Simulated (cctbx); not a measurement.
# La3Cu2 with cctbx, script by script

Library: cctbx 2025.11. The data are simulated by the first script.

## 1. Simulate the data

run.py:

```python
from cctbx import adptbx, crystal, miller, sgtbx, xray
from cctbx.array_family import flex
from iotbx.shelx import hklf
from scitbx import matrix
import scitbx.random

cs = crystal.symmetry(unit_cell=(14.027, 3.952, 10.164, 90, 107.16, 90), space_group_symbol='Hall: -C 2y')  # C2/m
atoms = [  # label, site, U (iso, or U11 U22 U33 U12 U13 U23 in A^2), occupancy
    ("La1", (0.5998, 0.5, 0.6727), (0.0123, 0.0087, 0.0101, 0.0000, 0.0007, 0.0000), 1),
    ("La2", (0.6404, 0, 0.3603), (0.0056, 0.0053, 0.0054, 0.0000, 0.0020, 0.0000), 1),
    ("La3", (0.6311, 0, 0.9914), (0.0106, 0.0079, 0.0092, 0.0000, 0.0039, 0.0000), 1),
    ("Cu1", (0.7577, 0, 0.7712), (0.0178, 0.0062, 0.0123, 0.0000, 0.0023, 0.0000), 1),
    ("Cu2", (0.966, 0, 0.8575), (0.0121, 0.0120, 0.0078, 0.0000, 0.0019, 0.0000), 1),
]
xs = xray.structure(crystal_symmetry=cs)
for label, site, u, occ in atoms:
    u = adptbx.u_cif_as_u_star(cs.unit_cell(), u) if isinstance(u, tuple) else u
    xs.add_scatterer(xray.scatterer(label, site=site, u=u, occupancy=occ))
xs.set_inelastic_form_factors(0.71073, "sasaki")
xs.show_summary()
p1 = xs.expand_to_p1()
ms = miller.build_set(p1, anomalous_flag=True, d_min=0.75)
flex.set_random_seed(143916)
scitbx.random.set_random_seed(143916)
ms = ms.select(flex.random_double(ms.size()) < 0.5)
i = ms.structure_factors_from_scatterers(p1, algorithm="direct").f_calc().as_intensity_array().data()
i = i * 20000 / flex.max(i)
sig = flex.sqrt(i + flex.pow2(0.03 * i) + 4 ** 2)
noise = scitbx.random.variate(scitbx.random.normal_distribution())(i.size())
data = ms.array(data=i + sig * noise, sigmas=sig).set_observation_type_xray_intensity()
with open("data.hkl", "w") as f:
    data.export_as_shelx_hklf(f)
print("reflections written:", data.size(), " <I/sigma> = %.1f" % flex.mean(data.data() / data.sigmas()))
for h, a, b in list(data.sort("data"))[:12]:
    print("%4d%4d%4d %9.1f %7.1f" % (h + (a, b)))
```

```console
$ python run.py
```

```text
Number of scatterers: 5
At special positions: 5
Unit cell: (14.027, 3.952, 10.164, 90, 107.16, 90)
Space group: C 1 2/m 1 (No. 12)
reflections written: 2689  <I/sigma> = 7.1
   0  -2   0   20162.5   616.5
   0   2   0   19793.2   616.5
   4   0   3   13604.5   414.0
  -4   0   3   12943.1   413.1
   1  -1   2   12112.4   371.1
   1   1   2   11564.9   371.1
  -1  -1  -5   10559.0   323.6
  -1   1  -5   10360.0   323.6
   1   1   5   10205.9   323.6
   1  -1   5   10165.5   323.6
   3  -1  -8    9599.6   289.8
 -11  -1   3    9315.4   289.5
```

Run time: 0.25 s on 1 thread of Arm Neoverse V2 (shared host), peak memory 0.07 GiB.

## 2. Refinement (right model, isotropic)

run.py:

```python
import math
from cctbx import adptbx, crystal, maptbx, sgtbx, xray
from cctbx.array_family import flex
from cctbx.xray import observations
from iotbx.shelx import hklf
from scitbx.lstbx import normal_eqns_solving
from smtbx import absolute_structure, utils
from smtbx.refinement import constraints, least_squares

cs = crystal.symmetry(unit_cell=(14.027, 3.952, 10.164, 90, 107.16, 90), space_group_symbol='Hall: -C 2y')  # C2/m
atoms = [  # label, site, U (iso, or U11 U22 U33 U12 U13 U23 in A^2), occupancy
    ("La1", (0.6007, 0.5, 0.6708), 0.0200, 1),
    ("La2", (0.6382, 0, 0.3534), 0.0200, 1),
    ("La3", (0.6302, 0, 0.9971), 0.0200, 1),
    ("Cu1", (0.7583, 0, 0.7697), 0.0200, 1),
    ("Cu2", (0.9684, 0, 0.8604), 0.0200, 1),
]
xs = xray.structure(crystal_symmetry=cs)
for label, site, u, occ in atoms:
    u = adptbx.u_cif_as_u_star(cs.unit_cell(), u) if isinstance(u, tuple) else u
    xs.add_scatterer(xray.scatterer(label, site=site, u=u, occupancy=occ))
xs.set_inelastic_form_factors(0.71073, "sasaki")
raw = hklf.reader(file_name="data.hkl").as_miller_arrays(crystal_symmetry=cs, anomalous=True)[0]
merged = raw.eliminate_sys_absent().merge_equivalents()
fo2 = merged.array().set_observation_type_xray_intensity()
print("Rint %.3f, %d unique reflections to %.2f A" % (merged.r_int(), fo2.size(), fo2.d_min()))
for sc in xs.scatterers():
    sc.flags.set_grad_site(True)
    sc.flags.set_grad_u_aniso(sc.flags.use_u_aniso())
    sc.flags.set_grad_u_iso(sc.flags.use_u_iso())
obs = fo2.as_xray_observations()
extra = {}
rep = constraints.reparametrisation(xs, [], utils.connectivity_table(xs), **extra)
ls = least_squares.crystallographic_ls(obs, rep, weighting_scheme=least_squares.mainstream_shelx_weighting(a=0, b=0))
print("cycle     R1     wR2    GooF  max shift (A)")
for cycle in range(8):
    ls.build_up()
    r1, wr2, goof = ls.r1_factor(cutoff_factor=2)[0], ls.wR2(), ls.goof()
    old = xs.sites_cart()
    normal_eqns_solving.levenberg_marquardt_iterations(ls, n_max_iterations=3, tau=1e-06, step_threshold=1e-7)
    big = flex.max((xs.sites_cart() - old).norms())
    print("%4d %7.4f %7.4f %7.3f %9.5f" % (cycle + 1, r1, wr2, goof, big))
    ls.build_up(objective_only=True)
    if abs(ls.wR2() - wr2) < 5e-5 and big < 5e-4:
        break
ls.build_up()
print("final R1 %.4f wR2 %.4f GooF %.3f  parameters %d  data/parameter %.1f" % (ls.r1_factor(cutoff_factor=2)[0], ls.wR2(), ls.goof(), ls.n_parameters, fo2.size() / ls.n_parameters))
cov = ls.covariance_matrix_and_annotations()
su = dict(zip(cov.annotations, (math.sqrt(max(v, 0)) for v in cov.matrix.matrix_packed_u_diagonal())))
a2 = cs.unit_cell().reciprocal_parameters()[0] ** -2
print("atom        x        y        z      Ueq    occ   su(xyz)  su(Uiso or U11)")
for sc in xs.scatterers():
    s = max(su.get(sc.label + k, 0) for k in (".x", ".y", ".z"))
    npd = "" if sc.is_positive_definite_u(cs.unit_cell()) else "  NPD"
    print("%-5s %8.5f %8.5f %8.5f %8.4f %6.3f %8.5f %7.4f%s" % ((sc.label,) + sc.site + (sc.u_iso_or_equiv(cs.unit_cell()), sc.occupancy, s, su.get(sc.label + ".uiso", su.get(sc.label + ".u11", 0) * a2), npd)))
fo = fo2.f_sq_as_f()
fc = fo.structure_factors_from_scatterers(xs, algorithm="direct").f_calc()
diff = fo.f_obs_minus_f_calc(1 / math.sqrt(ls.scale_factor()), fc).average_bijvoet_mates()
m = diff.fft_map(symmetry_flags=maptbx.use_space_group_symmetry, resolution_factor=0.25).apply_volume_scaling()
print("difference map: max %.2f min %.2f rms %.2f" % (m.statistics().max(), m.statistics().min(), m.statistics().sigma()))
peaks = m.peak_search(parameters=maptbx.peak_search_parameters(min_distance_sym_equiv=0.6, max_clusters=6)).all()
near = xs.closest_distances(peaks.sites(), distance_cutoff=4)
sps = cs.special_position_settings(min_distance_sym_equiv=0.5)
for k, (x, h) in enumerate(zip(peaks.sites(), peaks.heights())):
    ss = sps.site_symmetry(x)
    print("Q%-3d %7.4f %7.4f %7.4f %4d %7.2f  %.2f A from %s" % ((k + 1,) + tuple(t % 1 for t in ss.exact_site()) + (ss.multiplicity(), h, near.smallest_distances[k], xs.scatterers()[near.i_seqs[k]].label)))
```

```console
$ python run.py
```

```text
Rint 0.025, 684 unique reflections to 0.75 A
cycle     R1     wR2    GooF  max shift (A)
   1  0.2211  0.5221  11.936   0.06715
   2  0.0296  0.0741   1.694   0.00008
final R1 0.0296 wR2 0.0741 GooF 1.694  parameters 15  data/parameter 45.6
atom        x        y        z      Ueq    occ   su(xyz)  su(Uiso or U11)
La1    0.59977  0.50000  0.67264   0.0110  1.000  0.00007  0.0002
La2    0.64046  0.00000  0.36022   0.0054  1.000  0.00006  0.0002
La3    0.63113  0.00000  0.99136   0.0090  1.000  0.00006  0.0002
Cu1    0.75774  0.00000  0.77143   0.0126  1.000  0.00015  0.0003
Cu2    0.96616  0.00000  0.85741   0.0109  1.000  0.00015  0.0003
difference map: max 5.15 min -2.64 rms 0.40
Q1    0.1245  0.0000  0.6519    4    5.17  0.46 A from La1
Q2    0.0764  0.0000  0.6952    4    4.19  0.45 A from La1
Q3    0.2101  0.0000  0.2310    4    3.58  0.46 A from Cu1
Q4    0.2219  0.5000  0.7785    4    3.30  0.53 A from Cu1
Q5    0.1014  0.5000  0.9572    4    2.22  0.46 A from La3
Q6    0.1607  0.5000  0.0260    4    2.09  0.46 A from La3
```

Time: 0.42 s.

## 3. Refinement (right model, anisotropic)

run.py, as its changes from the last script of this kind:

```diff
@@ -12,5 +12,5 @@
-    ("La1", (0.6007, 0.5, 0.6708), 0.0200, 1),
-    ("La2", (0.6382, 0, 0.3534), 0.0200, 1),
-    ("La3", (0.6302, 0, 0.9971), 0.0200, 1),
-    ("Cu1", (0.7583, 0, 0.7697), 0.0200, 1),
-    ("Cu2", (0.9684, 0, 0.8604), 0.0200, 1),
+    ("La1", (0.59977, 0.5, 0.67264), 0.0110, 1),
+    ("La2", (0.64046, 0, 0.36022), 0.0054, 1),
+    ("La3", (0.63113, 0, 0.99136), 0.0090, 1),
+    ("Cu1", (0.75774, 0, 0.77143), 0.0126, 1),
+    ("Cu2", (0.96616, 0, 0.85741), 0.0109, 1),
@@ -22,0 +23 @@
+xs.convert_to_anisotropic()
```

```console
$ python run.py
```

```text
Rint 0.025, 684 unique reflections to 0.75 A
cycle     R1     wR2    GooF  max shift (A)
   1  0.0296  0.0741   1.713   0.00231
   2  0.0178  0.0413   0.954   0.00000
final R1 0.0178 wR2 0.0413 GooF 0.954  parameters 30  data/parameter 22.8
atom        x        y        z      Ueq    occ   su(xyz)  su(Uiso or U11)
La1    0.59980  0.50000  0.67267   0.0109  1.000  0.00004  0.0002
La2    0.64044  0.00000  0.36028   0.0053  1.000  0.00003  0.0002
La3    0.63110  0.00000  0.99140   0.0090  1.000  0.00004  0.0002
Cu1    0.75781  0.00000  0.77125   0.0125  1.000  0.00008  0.0004
Cu2    0.96605  0.00000  0.85745   0.0108  1.000  0.00008  0.0004
difference map: max 1.08 min -1.08 rms 0.26
Q1    0.0896  0.0000  0.0893    4    1.11  1.07 A from Cu2
Q2    0.0986  0.2048  0.6945    8    1.05  0.84 A from La1
Q3    0.0262  0.0000  0.5310    4    1.03  1.50 A from La1
Q4    0.1812  0.5000  0.5360    4    0.98  1.71 A from La2
Q5    0.2109  0.5000  0.2968    4    0.95  1.33 A from La2
Q6    0.0927  0.0000  0.1713    4    0.92  0.79 A from Cu2
```

Time: 0.4 s.

## 4. Refinement

run.py, as its changes from the last script of this kind:

```diff
@@ -25 +25 @@
-merged = raw.eliminate_sys_absent().merge_equivalents()
+merged = raw.eliminate_sys_absent().resolution_filter(d_min=1.6).merge_equivalents()
@@ -37 +37 @@
-for cycle in range(8):
+for cycle in range(12):
```

```console
$ python run.py
```

```text
Rint 0.019, 81 unique reflections to 1.61 A
cycle     R1     wR2    GooF  max shift (A)
   1  0.0145  0.0409   1.424   0.00511
   2  0.0103  0.0269   0.936   0.00004
final R1 0.0103 wR2 0.0269 GooF 0.936  parameters 30  data/parameter 2.7
atom        x        y        z      Ueq    occ   su(xyz)  su(Uiso or U11)
La1    0.59981  0.50000  0.67250   0.0096  1.000  0.00017  0.0019
La2    0.64054  0.00000  0.36048   0.0060  1.000  0.00019  0.0020
La3    0.63104  0.00000  0.99122   0.0093  1.000  0.00022  0.0018
Cu1    0.75745  0.00000  0.77098   0.0132  1.000  0.00036  0.0040
Cu2    0.96611  0.00000  0.85725   0.0100  1.000  0.00037  0.0037
difference map: max 0.28 min -0.28 rms 0.08
Q1    0.0000  0.0000  0.5000    2    0.29  1.89 A from La1
Q2    0.1496  0.5000  0.5165    4    0.27  1.55 A from La2
Q3    0.1972  0.5000  0.2020    4    0.27  2.00 A from La2
Q4    0.0000  0.5000  0.5000    2    0.20  2.74 A from La1
Q5    0.2173  0.0000  0.8987    4    0.20  2.09 A from La3
Q6    0.1770  0.3670  0.5702    8    0.19  2.09 A from Cu1
```

Time: 0.4 s.

This run holds a fault made on purpose: data cut at low resolution.

## 5. Refinement

run.py, as its changes from the last script of this kind:

```diff
@@ -22 +22 @@
-xs.set_inelastic_form_factors(0.71073, "sasaki")
+xs.set_inelastic_form_factors(1.54184, "sasaki")
@@ -25 +25 @@
-merged = raw.eliminate_sys_absent().resolution_filter(d_min=1.6).merge_equivalents()
+merged = raw.eliminate_sys_absent().merge_equivalents()
```

```console
$ python run.py
```

```text
Rint 0.025, 684 unique reflections to 0.75 A
cycle     R1     wR2    GooF  max shift (A)
   1  0.0669  0.1719   3.975   0.00180
   2  0.0245  0.0690   1.596   0.00006
final R1 0.0245 wR2 0.0690 GooF 1.596  parameters 30  data/parameter 22.8
atom        x        y        z      Ueq    occ   su(xyz)  su(Uiso or U11)
La1    0.59983  0.50000  0.67283   0.0118  1.000  0.00006  0.0003
La2    0.64041  0.00000  0.36023   0.0064  1.000  0.00006  0.0003
La3    0.63110  0.00000  0.99135   0.0101  1.000  0.00006  0.0003
Cu1    0.75769  0.00000  0.77139   0.0031  1.000  0.00014  0.0007  NPD
Cu2    0.96620  0.00000  0.85753   0.0015  1.000  0.00014  0.0006  NPD
difference map: max 1.98 min -1.79 rms 0.40
Q1    0.1922  0.5000  0.5226    4    2.04  1.60 A from La2
Q2    0.0195  0.0000  0.1082    4    2.02  0.35 A from Cu2
Q3    0.2280  0.0000  0.2052    4    1.68  0.26 A from Cu1
Q4    0.0117  0.5000  0.5661    4    1.67  2.41 A from La1
Q5    0.1796  0.5000  0.8737    4    1.64  1.54 A from La3
Q6    0.0600  0.0000  0.1530    4    1.62  0.35 A from Cu2
```

Time: 0.43 s.

This run holds a fault made on purpose: dispersion terms of the wrong wavelength.

## 6. Refinement

run.py, as its changes from the last script of this kind:

```diff
@@ -12,3 +12,3 @@
-    ("La1", (0.59977, 0.5, 0.67264), 0.0110, 1),
-    ("La2", (0.64046, 0, 0.36022), 0.0054, 1),
-    ("La3", (0.63113, 0, 0.99136), 0.0090, 1),
+    ("Pr1", (0.59977, 0.5, 0.67264), 0.0110, 1),
+    ("La1", (0.64046, 0, 0.36022), 0.0054, 1),
+    ("La2", (0.63113, 0, 0.99136), 0.0090, 1),
@@ -22 +22 @@
-xs.set_inelastic_form_factors(1.54184, "sasaki")
+xs.set_inelastic_form_factors(0.71073, "sasaki")
```

```console
$ python run.py
```

```text
Rint 0.025, 684 unique reflections to 0.75 A
cycle     R1     wR2    GooF  max shift (A)
   1  0.0358  0.0922   2.133   0.00239
   2  0.0208  0.0492   1.137   0.00000
final R1 0.0208 wR2 0.0492 GooF 1.137  parameters 30  data/parameter 22.8
atom        x        y        z      Ueq    occ   su(xyz)  su(Uiso or U11)
Pr1    0.59981  0.50000  0.67271   0.0122  1.000  0.00004  0.0002
La1    0.64044  0.00000  0.36026   0.0046  1.000  0.00004  0.0002
La2    0.63111  0.00000  0.99140   0.0082  1.000  0.00004  0.0002
Cu1    0.75786  0.00000  0.77130   0.0118  1.000  0.00010  0.0005
Cu2    0.96607  0.00000  0.85739   0.0101  1.000  0.00010  0.0004
difference map: max 1.18 min -1.87 rms 0.30
Q1    0.1460  0.5000  0.9716    4    1.23  0.33 A from La2
Q2    0.0901  0.0000  0.0911    4    1.21  1.07 A from Cu2
Q3    0.0990  0.2222  0.7019    8    1.15  0.93 A from Pr1
Q4    0.1244  0.4221  0.3762    8    1.04  0.44 A from La1
Q5    0.0283  0.0000  0.5307    4    0.98  1.49 A from Pr1
Q6    0.0864  0.0000  0.1656    4    0.97  0.70 A from Cu2
```

It took 0.4 s on 1 thread of Arm Neoverse V2, with other jobs on the host, peak memory 0.09 GiB.

This run holds a fault made on purpose: wrong element: Pr1 is La.

[Logs are printed without paths, hosts, clocks, repeated set-up lines and the standing remarks that a program may print on its own settings, such as how far it seeks lower states.]
